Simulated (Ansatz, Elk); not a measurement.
## Bonding as seen by X-rays: Cu2Ge2Ru

The structure of Cu2Ge2Ru used here is made up (a known structure type with other elements) and was relaxed beforehand with PBEsol. The aim is the Fourier transform of its all-electron density, F(hkl), set beside the sum over free spherical atoms that refinements use.

Calculated with Elk 11.2.3 (patched build); DFT, PBE, all-electron APW+lo, Dirac cores, scalar-relativistic bands, static density, no spin.

The structure was built from a prototype and need not be the compound's stable phase.

**1. The starting structure**

The structure is trigonal, space group P-3m1 (No. 164). Conventional cell: a = 4.014 Å, b = 4.014 Å, c = 5.229 Å, α = 90.00°, β = 90.00°, γ = 120.00°. Nearest to Ru lie 6 Ge at 2.60 Å and 6 Cu at 2.78 Å. Nearest to Ge lie 4 Cu at 2.35 to 2.52 Å and 3 Ru at 2.60 Å. Cu has 5 Ge at 2.35 to 2.71 Å and 3 Ru at 2.78 Å nearest. Farther neighbours are not listed.

**2. Ground state and structure factors**

An all-electron density is needed, since X-rays see the cores too. Task 0 finds the density and task 195 Fourier-transforms it; tshift is off so that phases refer to the origin typed.

Contents of elk.in:

```
tasks
  0
  195

xctype
  20

spinpol
  .false.

rgkmax
  7.0

gmaxvr
  14.0

lmaxo
  7

lmaxapw
  8

swidth
  0.002

tshift
  .false.

ramdisk
  .false.

hmaxvr
  5.5

maxscl
  120

epspot
  1e-06

sppath
  './'

avec
  7.58625078675 -0.00000000000 -0.00000000000
  -3.79312539337 6.56988590080 0.00000000000
  -0.00000000000 -0.00000000000 9.88103197027

atoms
  3
  'Ru.in'
  1
  -0.0000000000 -0.0000000000 0.5000000000   0.000000 0.000000 0.000000
  'Ge.in'
  2
  0.6666666667 0.3333333333 0.7249377653   0.000000 0.000000 0.000000
  0.3333333333 0.6666666667 0.2750622347   0.000000 0.000000 0.000000
  'Cu.in'
  2
  0.6666666667 0.3333333333 0.2065598971   0.000000 0.000000 0.000000
  0.3333333333 0.6666666667 0.7934401029   0.000000 0.000000 0.000000

ngridk
  7 7 5
```

Launch:

```
> OMP_NUM_THREADS=4 elk
```

Numbers of over 12 decimals in the logs are rounded to 6 here.

The log of the run:

```text
┌─────────────────────────┐
│ Elk code version 11.2.3 │
└─────────────────────────┘

All units are atomic (Hartree, Bohr, etc.)

┌─────────────────────────────────────────────────┐
│ Ground-state run starting from atomic densities │
└─────────────────────────────────────────────────┘

Lattice vectors :
   7.586250787      -0.000000000      -0.000000000
  -3.793125393       6.569885901       0.000000000
  -0.000000000      -0.000000000       9.881031970

Reciprocal lattice vectors :
  0.8282332715      0.4781807022       0.000000000
   0.000000000      0.9563614045       0.000000000
   0.000000000       0.000000000      0.6358835116

Unit cell volume      :    492.4785588
Brillouin zone volume :   0.5036771835

Muffin-tin inner radius fraction :   0.1000000000E-01

Nuclei treated as point charges

Species : 1 (Ru)
 parameters loaded from : Ru.in
 name : ruthenium
 nuclear charge    :   -44.00000000
 electronic charge :    44.00000000
 atomic mass :    184239.3393
 muffin-tin radius :    2.600000000
 number of radial points in muffin-tin :   1193
 inner part over the whole radius :   0.9963931919E-02
 number on inner part of muffin-tin    :    849
 approximate nuclear radius :   0.8462081736E-04
 number of mesh points to nuclear radius :    422
 atomic positions (lattice), magnetic fields (Cartesian) :
  1 :   0.00000000  0.00000000  0.50000000    0.00000000  0.00000000  0.00000000

Species : 2 (Ge)
 parameters loaded from : Ge.in
 name : germanium
 nuclear charge    :   -32.00000000
 electronic charge :    32.00000000
 atomic mass :    132414.6196
 muffin-tin radius :    2.190958697
 number of radial points in muffin-tin :    993
 inner part over the whole radius :   0.9859209504E-02
 number on inner part of muffin-tin    :    700
 approximate nuclear radius :   0.7637961215E-04
 number of mesh points to nuclear radius :    342
 atomic positions (lattice), magnetic fields (Cartesian) :
  1 :  -0.33333333  0.33333333 -0.27506223    0.00000000  0.00000000  0.00000000
  2 :   0.33333333 -0.33333333  0.27506223    0.00000000  0.00000000  0.00000000

Species : 3 (Cu)
 parameters loaded from : Cu.in
 name : copper
 nuclear charge    :   -29.00000000
 electronic charge :    29.00000000
 atomic mass :    115837.2717
 muffin-tin radius :    2.190958697
 number of radial points in muffin-tin :    993
 inner part over the whole radius :   0.9847604933E-02
 number on inner part of muffin-tin    :    699
 approximate nuclear radius :   0.7406004541E-04
 number of mesh points to nuclear radius :    338
 atomic positions (lattice), magnetic fields (Cartesian) :
  1 :  -0.33333333  0.33333333  0.20655990    0.00000000  0.00000000  0.00000000
  2 :   0.33333333 -0.33333333 -0.20655990    0.00000000  0.00000000  0.00000000

Total number of atoms per unit cell :    5
Total muffin-tin volume :    249.8405436
 ratio of muffin-tin to unit cell volume :   0.5073125298

Spin treatment :
 spin-unpolarised

Number of Bravais lattice symmetries :   24
Number of crystal symmetries         :   12
Crystal has inversion symmetry
Real symmetric eigensolver will be used

k-point grid :      7     7     5
k-point offset :    0.000000000       0.000000000       0.000000000
k-point set is reduced with full crystal symmetry group
Total number of k-points :       32

Muffin-tin radius times maximum |G+k| :    7.000000000
 using average radius
Maximum |G+k| for APW functions       :    3.079946220
Maximum (1/2)|G+k|²                   :    4.743034359
Maximum |G| for potential and density :    14.00000000
Constant for pseudocharge density :    9
 order of it for each species :   16  16  16
 order of it for pair densities of each species (exact exchange by exxq0 0: 17) :   13   9   9
Radial integration step length :    1

G-vector grid sizes :     35    35    45
Number of G-vectors :    22773

Maximum angular momentum used for
 APW functions            :    8
 outer part of muffin-tin :    7
 inner part of muffin-tin :    2

Total nuclear charge    :   -166.0000000
[...]
electron entropic           :    -0.14992625438491E-02
 total energy                :     -12039.580004011

Density of states at Fermi energy :    111.7648027
 (states/Hartree/unit cell)

Estimated indirect band gap :   0.2025279339E-02
 from k-point 16 to k-point 11
Estimated direct band gap   :   0.5723977665E-02
 at k-point 11

Charges :
 core                        :    88.00000000
 valence                     :    78.00000000
 interstitial                :    7.872009288
 muffin-tins (core leakage)
  species : 1 (Ru)
   atom 1                    :    43.55681226     ( -0.2950928604E-06)
  species : 2 (Ge)
[...]
species : 3 (Cu)
[...]
total in muffin-tins        :    158.1279907
 total calculated charge     :    165.9962570
 total charge                :    166.0000000
 error                       :   0.3742964758E-02

RMS change in Kohn-Sham potential (target) :   0.5518928343     (  0.1000000000E-05)
Absolute change in total energy (target)   :   0.7540657885E-01 (  0.1000000000E-03)

[... loops 3 to 16 left out ...]

┌──────────────────┐
│ Loop number : 17 │
└──────────────────┘

Energies :
 Fermi                       :     0.305259
 sum of occupied eigenvalues :     -7007.4379682916
 electron kinetic            :      12368.921637889
 core electron kinetic       :      11554.135476833
 Coulomb                     :     -23980.172542801
 Coulomb potential           :     -18818.306138953
 nuclear-nuclear             :     -1675.2622656175
 electron-nuclear            :     -25842.213489836
 Hartree                     :      3537.3032126523
 Madelung                    :     -14571.019473324
 xc potential                :     -558.05346722742
 exchange                    :     -420.49319184499
 correlation                 :     -8.300815
 electron entropic           :    -0.13015987426053E-02
 total energy                :     -12040.046213562

Density of states at Fermi energy :    101.5095528
 (states/Hartree/unit cell)

Estimated indirect band gap :   0.6192827313E-03
 from k-point 10 to k-point 9
Estimated direct band gap   :   0.3543773185E-02
 at k-point 16

Charges :
 core                        :    88.00000000
 valence                     :    78.00000000
 interstitial                :    6.936833986
 muffin-tins (core leakage)
  species : 1 (Ru)
[...]
species : 2 (Ge)
[...]
species : 3 (Cu)
[...]
total in muffin-tins        :    159.0631660
 total calculated charge     :    165.9964757
 total charge                :    166.0000000
 error                       :   0.3524306944E-02

RMS change in Kohn-Sham potential (target) :   0.4408433567E-06 (  0.1000000000E-05)
Absolute change in total energy (target)   :   0.1248468652E-04 (  0.1000000000E-03)

Convergence targets achieved

┌──────────────────┐
│ Loop number : 18 │
└──────────────────┘

Energies :
 Fermi                       :     0.305259
 sum of occupied eigenvalues :     -7007.4379654523
 electron kinetic            :      12368.921609268
 core electron kinetic       :      11554.135465583
 Coulomb                     :     -23980.172517415
 Coulomb potential           :     -18818.306141389
 nuclear-nuclear             :     -1675.2622656175
 electron-nuclear            :     -25842.213436416
 Hartree                     :      3537.3031846192
 Madelung                    :     -14571.019446720
 xc potential                :     -558.05343333118
 exchange                    :     -420.49319028265
 correlation                 :     -8.300815
 electron entropic           :    -0.13015990076311E-02
 total energy                :     -12040.046215222

Density of states at Fermi energy :    101.5095758
 (states/Hartree/unit cell)

Estimated indirect band gap :   0.6192827581E-03
 from k-point 10 to k-point 9
Estimated direct band gap   :   0.3543762680E-02
 at k-point 16

Charges :
 core                        :    88.00000000
 valence                     :    78.00000000
 interstitial                :    6.936834492
 muffin-tins (core leakage)
  species : 1 (Ru)
[...]
species : 2 (Ge)
[...]
atom 2                    :    30.11534825     (  0.1098939097E-02)
  species : 3 (Cu)
   atom 1                    :    27.85800299     (  0.5065859860E-03)
   atom 2                    :    27.85800299     (  0.5065859860E-03)
 total in muffin-tins        :    159.0631655
 total calculated charge     :    165.9964757
 total charge                :    166.0000000
 error                       :   0.3524307137E-02

┌──────────────────────────────┐
│ Self-consistent loop stopped │
└──────────────────────────────┘

Warning : core states of species 2 leak from the muffin-tin :   0.1098939097E-02

Warning : core states of species 3 leak from the muffin-tin :   0.5065859860E-03

Wrote STATE.OUT
```

Elapsed: 44 s, on 4 threads of Arm Neoverse V1, shared host; peak memory 0.18 GiB.

SFACRHO.OUT:

```text

h k l indices transformed by vhmat matrix:
   1.000000000       0.000000000       0.000000000    
   0.000000000       1.000000000       0.000000000    
   0.000000000       0.000000000       1.000000000    

      h      k      l  multipl.   |H|            Re(F)            Im(F)           |F|

      0      0      0      1   0.0000000       166.00000     -0.23731428E-17   166.00000    
      0      0      1      2  0.63588351      -35.806873      0.34172565E-14   35.806873    
      0      1      0      6  0.95636140      -14.891044      0.10251769E-13   14.891044    
      1      0      1      6   1.1484664      -43.930358      -0.0000000       43.930358    
     -1      0      1      6   1.1484664      -33.883152      0.51258847E-14   33.883152    
      0      0     -2      2   1.2717670      -54.171094      0.68345129E-14   54.171094    
      1      0     -2      6   1.5912318       41.768445      0.68345129E-14   41.768445    
      0      1     -2      6   1.5912318       106.63789     -0.15377654E-13   106.63789    
     -1     -1      0      6   1.6564665       122.33046      0.56501759E-13   122.33046    
      1     -2      1     12   1.7743250      -27.336046      0.34172565E-14   27.336046    
      0      0      3      2   1.9076505      -39.125226      0.10251769E-13   39.125226    
      2     -2      0      6   1.9127228      -11.975699      -0.0000000       11.975699    
      0     -2      1      6   2.0156528      -26.528347      0.42715706E-14   26.528347    
      2     -2      1      6   2.0156528      -36.395789      0.34172565E-14   36.395789    
     -2      1     -2     12   2.0883661      -44.563868     -0.46132962E-13   44.563868    
      0      1     -3      6   2.1339535      -14.184332     -0.20503539E-13   14.184332    
      1      0     -3      6   2.1339535      -35.426829     -0.85431412E-15   35.426829    
      0     -2     -2      6   2.2969327       90.219084      0.34172565E-13   90.219084
```

Elk indexes on the primitive cell of elk.in and gives |H| = 4π sin θ/λ in inverse bohr. Below, one row stands for each form hkl of the conventional cell (m members, Friedel mates merged), F is for one primitive cell and the density is static (no thermal factor). Free-atom factors are Waasmaier and Kirfel's, and R is Σm||F|−|F'||/Σm|F|.

```
hkl   m  sin θ/λ (Å⁻¹)  abs F, DFT  neutral atoms   diff.
001   2          0.096      35.807         35.642  +0.165
100   6          0.144      14.891         15.010  -0.119
101   6          0.173      43.930         43.648  +0.283
011   6          0.173      33.883         34.539  -0.655
002   2          0.191      54.171         54.421  -0.249
012   6          0.239      41.768         41.949  -0.181
102   6          0.239     106.638        107.614  -0.976
110   6          0.249     122.331        123.530  -1.199
111  12          0.267      27.336         27.412  -0.076
003   2          0.287      39.125         39.669  -0.544
200   6          0.288      11.976         12.416  -0.441
201   6          0.303      26.528         26.837  -0.308
021   6          0.303      36.396         36.349  +0.047
112  12          0.314      44.564         45.158  -0.594
```

**3. The highest occupied states alone**

An energy window below the Fermi level keeps the highest occupied states, to see at which angles they scatter; shallow core shells can lie inside it and anion s states outside. No new self-consistency is needed.

elk.in: that of step 2 with these lines changed.

```diff
@@ -1,3 +1,2 @@
 tasks
-  0
   195
@@ -40,2 +39,5 @@
 
+wsfac
+  -0.245980 0.605260
+
 sppath
```

Launch:

```
> OMP_NUM_THREADS=4 elk
```

The log of the run:

```text
┌─────────────────────────────────┐
│ Elk code version 11.2.3 started │
└─────────────────────────────────┘

Info(readinput): the functional depends on the density's gradient
 muffin-tin radial points multiplied by    2.00000
 (not where nrmtscf is given)

┌────────────────────┐
│ Current task : 195 │
└────────────────────┘
Info(checkmt): changed muffin-tin radius of species 2 (Ge) from   2.4000 to   2.1910
Info(checkmt): changed muffin-tin radius of species 3 (Cu) from   2.4000 to   2.1910

Info(sfacrho): density structure factors written to SFACRHO.OUT

 Energy window :  -0.2459800000      0.6052600000

┌──────────────────┐
│ Elk code stopped │
└──────────────────┘
```

Run time: 11 s. Hardware: 4 threads; peak memory 0.16 GiB.

States within 15 eV below the Fermi level hold 38.00 electrons; any levels below the window count with the cores. Their amplitudes can exceed the total, where window and core parts have opposite phase:

```
hkl  sin θ/λ (Å⁻¹)  abs F, window  abs F, all
001          0.096          1.709      35.807
100          0.144          5.263      14.891
101          0.173          5.595      43.930
011          0.173         16.134      33.883
002          0.191         10.302      54.171
012          0.239          1.571      41.768
102          0.239         12.091     106.638
110          0.249         12.812     122.331
111          0.267          1.612      27.336
003          0.287          8.109      39.125
```

**4. Another functional**

The difference from free atoms is small, so it is set against the change that LDA (Perdew-Wang) makes.

elk.in: that of step 3 with these lines changed.

```diff
@@ -1,2 +1,3 @@
 tasks
+  0
   195
@@ -4,3 +5,3 @@
 xctype
-  20
+  3
 
@@ -39,5 +40,2 @@
 
-wsfac
-  -0.245980 0.605260
-
 sppath
```

Launch:

```
> OMP_NUM_THREADS=4 elk
```

The log of the run:

```text
┌─────────────────────────┐
│ Elk code version 11.2.3 │
└─────────────────────────┘

All units are atomic (Hartree, Bohr, etc.)

┌─────────────────────────────────────────────────┐
│ Ground-state run starting from atomic densities │
└─────────────────────────────────────────────────┘

Lattice vectors :
   7.586250787      -0.000000000      -0.000000000
  -3.793125393       6.569885901       0.000000000
  -0.000000000      -0.000000000       9.881031970

Reciprocal lattice vectors :
  0.8282332715      0.4781807022       0.000000000
[...]
species : 3 (Cu)
   atom 1                    :    27.87158811     (  0.5285182273E-03)
   atom 2                    :    27.87158811     (  0.5285182273E-03)
 total in muffin-tins        :    159.1241618
 total calculated charge     :    165.9963938
 total charge                :    166.0000000
 error                       :   0.3606172055E-02

┌──────────────────────────────┐
│ Self-consistent loop stopped │
└──────────────────────────────┘

Warning : core states of species 2 leak from the muffin-tin :   0.1127807880E-02

Warning : core states of species 3 leak from the muffin-tin :   0.5285182273E-03

Wrote STATE.OUT
[key lines of the parts left out:]
total energy                :     -12024.711803144
```

Run time: 26 s. Hardware: 4 threads; peak memory 0.16 GiB; 83 s of CPU time.

Against the first run R = 0.04 %; the largest change is -0.063 at 300.

**5. Basis size**

A smaller basis shows how fast F responds to it; the change is likely larger than the basis error of the first run, but doesn't show convergence.

elk.in: that of step 4 with these lines changed.

```diff
@@ -5,3 +5,3 @@
 xctype
-  3
+  20
 
@@ -11,3 +11,3 @@
 rgkmax
-  7.0
+  5.5
```

Launch:

```
> OMP_NUM_THREADS=4 elk
```

The log of the run:

```text
┌─────────────────────────┐
│ Elk code version 11.2.3 │
└─────────────────────────┘

All units are atomic (Hartree, Bohr, etc.)

┌─────────────────────────────────────────────────┐
│ Ground-state run starting from atomic densities │
└─────────────────────────────────────────────────┘

Lattice vectors :
   7.586250787      -0.000000000      -0.000000000
  -3.793125393       6.569885901       0.000000000
  -0.000000000      -0.000000000       9.881031970

Reciprocal lattice vectors :
  0.8282332715      0.4781807022       0.000000000
[...]
species : 3 (Cu)
   atom 1                    :    27.79243698     (  0.5071811267E-03)
   atom 2                    :    27.79243698     (  0.5071811267E-03)
 total in muffin-tins        :    158.8516415
 total calculated charge     :    165.9962670
 total charge                :    166.0000000
 error                       :   0.3732981780E-02

┌──────────────────────────────┐
│ Self-consistent loop stopped │
└──────────────────────────────┘

Warning : core states of species 2 leak from the muffin-tin :   0.1110115705E-02

Warning : core states of species 3 leak from the muffin-tin :   0.5071811267E-03

Wrote STATE.OUT
[key lines of the parts left out:]
total energy                :     -12039.793247195
```

It took 37 s on 4 threads; peak memory 0.18 GiB.

Against the first run R = 0.04 %; the largest change is +0.115 at 022.

**6. Settings against the effect**

```
              run  R against the first run (%)  R against neutral atoms, low angle (%)  wall time
    PBE, rgkmax 7                         0.00                                    0.91       44 s
LDA (Perdew-Wang)                         0.04                                    0.92       26 s
       rgkmax 5.5                         0.04                                    0.94       37 s
```

**7. Outcome**

```
R against neutral atoms, sin θ/λ < 0.3 Å⁻¹ : 0.91 %
R against neutral atoms, 0.3 to 0.81 Å⁻¹   : 0.31 %
```

**Reading.** Independent neutral atoms miss the calculated amplitudes by R = 0.91 % below 0.3 Å⁻¹ and 0.31 % from there to 0.81 Å⁻¹; by shells, 0.65 % below 0.15 Å⁻¹ (2 forms), 0.93 % 0.15 to 0.3 (9 forms), 0.41 % 0.3 to 0.45 (21 forms), 0.28 % above 0.45 (117 forms). Bonding, aspherical density and the tables' own atoms all enter these figures, and the runs don't part them. The largest change of an amplitude is -1.20 electrons, at 110. The window's part falls from 38.0 electrons at the origin to at most 4.64 between 0.45 and 0.81 Å⁻¹, where compact states inside the window still scatter. Below 0.3 Å⁻¹ the changes that finished (LDA (Perdew-Wang) and rgkmax 5.5) move F by R = 0.04 % at most, against the 0.91 % that separates it from free atoms. The k-mesh has no finished test. These runs have no spin, though d or f shells may be open. Part of the difference isn't bonding: the tables are fits to free atoms and ions calculated by other methods than this functional. Thermal motion, anomalous dispersion and extinction are left out.

[Logs are printed without paths, hosts, clocks, repeated set-up lines and the standing remarks that a program may print on its own settings, such as how far it seeks lower states.]

[Hosts, paths, dates, database ids (printed as entryN), source tags and the programs' standing remarks are cut or masked in the printed files.]
